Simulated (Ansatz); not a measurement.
**Ca2Si (model cell, started as cuprite): from the cell to its phonons**

Aim: the phonons of Ca2Si (model cell, started as cuprite) at a cell relaxed beforehand at this level.

Program: Ansatz 0.2.0. Level of theory: DFT PBEsol, scalar-relativistic, plane waves, PAW. Results are calculated unless marked as measured.

The structure was built from a prototype and need not be the compound's stable phase.

## 1. Starting point

It takes space group Pn-3m (No. 224, cubic). The conventional cell has a = 6.362 Å, b = 6.362 Å, c = 6.362 Å, α = 90.00°, β = 90.00°, γ = 90.00°. Nearest to Si lie 4 Ca at 2.75 Å. Nearest to Ca lie 2 Si at 2.75 Å. Farther neighbours are not listed.

## 2. Modes at Γ

The cell comes from relaxations at this level that are not shown. The zone centre is the only wavevector solved here; it holds the modes that light can see, as far as symmetry allows. No field response is asked, since the mesh shows no gap.

input.yaml

```yaml
crystal:
  lattice:
    - [6.3617785281, 0.0, 0.0]
    - [0.0, 6.3617785281, 0.0]
    - [0.0, 0.0, 6.3617785281]
  atoms:
    - { symbol: Si, position: [0.0, 0.0, 0.0] }
    - { symbol: Si, position: [0.5, 0.5, 0.5] }
    - { symbol: Ca, position: [0.25, 0.25, 0.25] }
    - { symbol: Ca, position: [0.75, 0.75, 0.25] }
    - { symbol: Ca, position: [0.75, 0.25, 0.75] }
    - { symbol: Ca, position: [0.25, 0.75, 0.75] }
kpoints:
  mp_grid: { grid: [6, 6, 6] }
hamiltonian:
  xc: pbesol
scf:
  occupations: { method: methfessel_paxton, width: 0.15 }
output:
  eigenvalues: true
phonons:
  method: dfpt
```

Run with:

```console
> ansatz run input.yaml --threads 8 --pin off --max-ram 14336MiB --backend cpu --events-out ev --progress --plain --runs-dir out
```

Numbers of over 12 decimals in the logs are rounded to 6 here.

What it wrote:

```text
Engine: ansatz 0.2.0, aarch64-unknown-linux-gnu
Pseudopotentials: kind: paw
Pseudopotential: Si, paw, valence charge 4, recommended cutoff 420 eV (normal), Si.paw.azcp
Pseudopotential: Ca, paw, valence charge 10, recommended cutoff 420 eV (normal), Ca.paw.azcp
Functional definition: PBEsol
  exchange = pbesol_x
  correlation = pbesol_c
Crystal: 6 atoms, lattice volume = 257.475 Å³
Basis set: ecut = 420 eV, 5041 PW (Γ), exchange–correlation on 96×96×96 points (8 copies of the dense FFT grid, shifted against one another)
Bands: 30, of which v1, the nominal top of the filled ones, is band 24 counted from 1 (23 counted from 0)
Symmetry: 48 space group operations
k-points: 68 of 216 (irreducible under 2 space group operations, time reversal used)
Non-local potential: Si, projectors of the file, l = 0: 2, l = 1: 2, l = 2: 2
Non-local potential: Ca, projectors of the file, l = 0: 3, l = 1: 2, l = 2: 2
PAW form: soft (Blöchl's): semilocal exchange-correlation on the pseudo side does not see the compensation charge
PAW frozen core: Si, regenerated for the run's functional, and the local potential with it (the file was generated under x = pbe(κ = 0.804, μ = 0.219515), c = pbe(β = 0.066725))
PAW frozen core: Ca, regenerated for the run's functional, and the local potential with it (the file was generated under x = pbe(κ = 0.804, μ = 0.219515), c = pbe(β = 0.066725))
PAW one-centre angular grid: Si, 110 points (default); XC on 64 Gauss nodes
PAW one-centre angular grid: Ca, 110 points (default); XC on 64 Gauss nodes
Initial density: superposition of atomic densities (neutral atoms: chi_scale 0, normalization atom), corrected by the library's trained network
Initial wavefunctions: pseudopotential atomic-orbital guess
Functional: x = pbesol(κ = 0.804, μ = 0.123457), c = pbesol(β = 0.046)
SCF iter   1: F=—  HF=-8416.162168 eV  |F-HF|=—  |Δ(HF+E_count)|=         —  Δρ=2.29e-3  dr2=8.62e-3  ethr=1.77e-3  ⟨swp⟩=10.5  Hψ=10877  notcnv=0
preconditioner: auto → Kerker (q_TF=auto, 2.062 Å⁻¹)  [metal: Δε(μ)=0.037 eV  Ē_g=3.588 eV  σ=0.150 eV  W_gap=0.21  n_scr=32 (ndim 8)  ℏωp=9.3 eV  f_vac=0.000  D(μ)=2.81/eV (n_scr^D=18)]
SCF iter   2: F=—  HF=-8416.163354 eV  |F-HF|=—  |Δ(HF+E_count)|=   1.19e-3  S|Δr|=    0.00e0  Δρ=1.16e-3  dr2=2.15e-3  ethr=1.80e-5  ⟨swp⟩=3.0  Hψ=4547  notcnv=0
SCF iter   3: F=—  HF=-8416.164439 eV  |F-HF|=—  |Δ(HF+E_count)|=   1.09e-3  S|Δr|=    0.00e0  Δρ=2.66e-4  dr2=2.06e-4  ethr=4.47e-6  ⟨swp⟩=2.1  Hψ=3680  notcnv=0
SCF iter   4: F=—  HF=-8416.164615 eV  |F-HF|=—  |Δ(HF+E_count)|=   1.76e-4  S|Δr|=    0.00e0  Δρ=7.74e-5  dr2=4.14e-5  ethr=4.28e-7  ⟨swp⟩=2.0  Hψ=2438  notcnv=0
SCF iter   5: F=—  HF=-8416.164619 eV  |F-HF|=—  |Δ(HF+E_count)|=   3.48e-6  S|Δr|=    0.00e0  Δρ=3.18e-5  dr2=6.51e-6  ethr=8.63e-8  ⟨swp⟩=2.1  Hψ=2282  notcnv=0
SCF iter   6: F=—  HF=-8416.164613 eV  |F-HF|=—  |Δ(HF+E_count)|=   5.09e-6  S|Δr|=    0.00e0  Δρ=9.02e-6  dr2=4.17e-7  ethr=1.36e-8  ⟨swp⟩=2.0  Hψ=2343  notcnv=0
SCF iter   7: F=—  HF=-8416.164541 eV  |F-HF|=—  |Δ(HF+E_count)|=   7.24e-5  S|Δr|=    0.00e0  Δρ=1.52e-6  dr2=8.83e-9  ethr=8.69e-10  ⟨swp⟩=2.0  Hψ=2553  notcnv=0
SCF iter   8: F=—  HF=-8416.164541 eV  |F-HF|=—  |Δ(HF+E_count)|=   1.48e-9  S|Δr|=    0.00e0  Δρ=2.54e-7  dr2=2.63e-10  ethr=1.84e-11  ⟨swp⟩=2.9  Hψ=3810  notcnv=0
SCF iter   9: F=—  HF=-8416.164541 eV  |F-HF|=—  |Δ(HF+E_count)|=  1.64e-11  S|Δr|=    0.00e0  Δρ=9.82e-8  dr2=6.29e-11  ethr=1.00e-12  ⟨swp⟩=1.4  Hψ=2487  notcnv=0
SCF iter  10: F=-8416.164541 eV  HF=-8416.164541 eV  |F-HF|=1.82e-12  |Δ(HF+E_count)|=  9.09e-12  S|Δr|=    0.00e0  Δρ=2.16e-8  dr2=2.35e-12  ethr=1.00e-12  ⟨swp⟩=7.4  Hψ=10225  notcnv=0
SCF 1 converged in 10 iterations: F = -8416.164541 eV  dr2 = 2.35e-12
  greatest PAW one-centre occupation: 0.996 electrons in one spin orbital (limit 2), on the Ca atom at site 4 (counted from 0), in its partial waves of l = 0
DFPT response loops at Γ: preconditioner auto → Kerker (q_TF=auto, 2.062 Å⁻¹) (partly filled bands, converged f_vac=0.000); β = 1.00, the filter's whole step (`scf.mixing.beta` (0.50) is not read by the response loops under this deck's `scf.mixing.preconditioner`; to damp them name `kerker` or `kerker_dos`, under which they read `scf.mixing.beta`, and type it under 1.00, their step now; both keys bind the ground state too); Broyden in place of MSR1
SCF converged after 10 iterations
Stability not checked: this state was not tested for a lower state beside it, because cold or Methfessel-Paxton smearing, or corrected tetrahedra, fill the levels in a way that the test cannot read (fill_not_monotonic; see scf.lower_state_search)
Free energy (F): -8416.164541 eV
Harris-Foulkes:  -8416.164541 eV  (|F-HF|=1.82e-12)
Internal energy: -8416.164893 eV  (E = F + TS)
E sigma→0 (E₀):  -8416.164629 eV
Entropy (-TS):   0.000352 eV (0.059 meV/atom)
Fermi energy:    3.439542 eV
--- Per-component energies (eV) ---
  E_band       = -755.788030
  E_kinetic    = 1180.914679
  E_local      = -3914.801198  (includes V_loc(G=0)·N_el)
  E_nonlocal   = 312.194511
  E_hartree    = 1347.258068
  E_xc         = -645.346047
  E_vxc        = -765.016907  (∫ρ·V_xc dr)
  E_paw        = -4344.382337  (= ΣΔE_a)
  E_vpaw       = -263.595265  (= ΣTr[D̂ρ^β])
  E_aug_tail   = -0.000009  (compensation charges beyond the density's cutoff)
  E_ewald      = -2352.540859
  E_core_change = 0.538299  (= ΣΔE_core)
  E_smearing   = 0.000352  (= −TS)
  E_closure    = 0.000000  (closes the sum)
  Σ components = -8416.164541   (vs F -8416.164541, Δ=0.00e0)
--- Band table (eV; the first three rows and the last of 68) ---
  k-point 0: bands = [... 20 lower, 1.6912, 2.2332, 3.6497, 3.6497, 3.6497, 4.0857, 4.0857, 4.4094, ... 2 higher]
  k-point 1: bands = [... 20 lower, 1.7801, 2.1566, 3.4089, 3.4089, 3.5772, 4.1000, 4.1173, 4.3792, ... 2 higher]
  k-point 2: bands = [... 20 lower, 2.0364, 2.0364, 2.9346, 2.9346, 3.6145, 4.0441, 4.1438, 4.3037, ... 2 higher]
  k-point 67: bands = [... 20 lower, 1.6227, 2.2407, 2.2407, 2.2407, 4.2076, 4.2076, 4.2076, 5.2986, ... 2 higher]
--- Phonons (Γ-DFPT): 2 representative perturbations + reference, on 68 of 216 k-points (Σ response iterations 6) ---
  k mesh reduced under 2 symmetry operations, with k and −k counted as one. Each operation leaves every solved perturbation unchanged. A smaller set is not used because it would not reduce the number of displacements times k-points to solve
  ASR residual: 2.239e-5 → 0.000e0 eV/Å²; symmetrization residual: 5.889e-6 eV/Å²
  ASR residual per site (eV/Å²): 2.24e-5 2.24e-5 8.44e-6 8.44e-6 8.44e-6 8.44e-6
  Γ frequencies (cm⁻¹): -126.28 -126.28 -126.28 0.00 0.00 0.00 48.09 48.09 48.09 83.46 83.46 228.62 228.62 228.62 235.19 317.92 317.92 317.92
  non-analytic LO–TO correction: not included (Born effective charges unavailable; polar crystals: no LO–TO splitting at Γ)
```

Elapsed: 25 s, on 8 threads of Arm Neoverse V2, shared host; peak memory 2.2 GiB; 3.1 min of CPU time.

Reading the cycles: dr2 is the Hartree energy of the density residual (eV), the measure of convergence; HF is the Harris–Foulkes estimate of the energy, which meets the free energy F at convergence.

This step gave:

| Property | Result |
| --- | --- |
| volume per atom | 42.91 Å³ |
| gap on the k-mesh | 0 eV |
| sum-rule residual before enforcement | 2.24e-5 eV/Å² |
| point group | m-3m |
| highest optical mode at the zone centre (no LO-TO term) | 317.9 cm⁻¹ |
| lowest optical zone-centre mode | -126.3 cm⁻¹ |

Patterns of degenerate modes are one choice out of their space. The modes at Γ (shares of kinetic energy by element, %) (negative means imaginary):

```tsv
mode	frequency (cm⁻¹)	symmetry	Si %	Ca %
1	-126.3	T1u	31	69
2	-126.3	T1u	31	69
3	-126.3	T1u	31	69
4	0.0	acoustic	26	74
5	0.0	acoustic	26	74
6	0.0	acoustic	26	74
7	48.1	T2u	0	100
8	48.1	T2u	0	100
9	48.1	T2u	0	100
10	83.5	Eu	0	100
11	83.5	Eu	0	100
12	228.6	T2g	100	0
13	228.6	T2g	100	0
14	228.6	T2g	100	0
15	235.2	A2u	0	100
16	317.9	T1u	43	57
17	317.9	T1u	43	57
18	317.9	T1u	43	57
```

Displacements in mode 2 (-126.3 cm⁻¹), the largest set to 1:
```
Si1  0.31  0.15  1.00
Si2  0.31  0.15  1.00
Ca3  0.54  0.69 -0.09
Ca4 -0.59 -0.45 -0.61
Ca5  0.38 -0.79 -0.26
Ca6 -0.76  0.34 -0.44
```

Displacements in mode 8 (48.1 cm⁻¹), the largest set to 1:
```
Si1  0.00  0.00  0.00
Si2  0.00  0.00  0.00
Ca3 -0.85 -0.15  1.00
Ca4 -0.60 -0.40 -1.00
Ca5  0.60  0.15 -0.46
Ca6  0.85  0.40  0.46
```

Before it was imposed, the acoustic sum rule was missed by 2.2e-5 eV/Å². Small misses are needed for a sound result but don't prove that mesh and cutoff are converged. The lowest optical mode is imaginary, 126.3i cm⁻¹, so the energy falls along it.

## 3. Summary of results

```json
{
  "space group (within 0.01 Å)": "Pn-3m",
  "volume per atom": "42.9 Å³",
  "electronic character": "no gap on this mesh",
  "highest optical mode at the zone centre (no LO-TO term)": "318 cm⁻¹",
  "lowest optical zone-centre mode": "-126 cm⁻¹",
  "imaginary modes at Γ (the only wavevector solved)": "yes"
}
```

What this shows: A zone-centre mode is imaginary (126.3i cm⁻¹), so this structure is not a minimum of the energy. The optical modes at Γ span -126 to 318 cm⁻¹ (negative means imaginary). No dispersion was computed. With no gap, or one that is small against the smearing, the frequencies hang on the k mesh and the smearing, most of all near Kohn anomalies. The starting cell was built on a prototype and not taken from a measurement, so the phase need not exist. These are harmonic frequencies at zero temperature: anharmonic shifts, linewidths and thermal expansion are left out.

[Logs are printed without paths, hosts, clocks, repeated set-up lines and the standing remarks that a program may print on its own settings, such as how far it seeks lower states.]

[Hosts, paths, dates, database ids (printed as entryN), source tags and the programs' standing remarks are cut or masked in the printed files.]
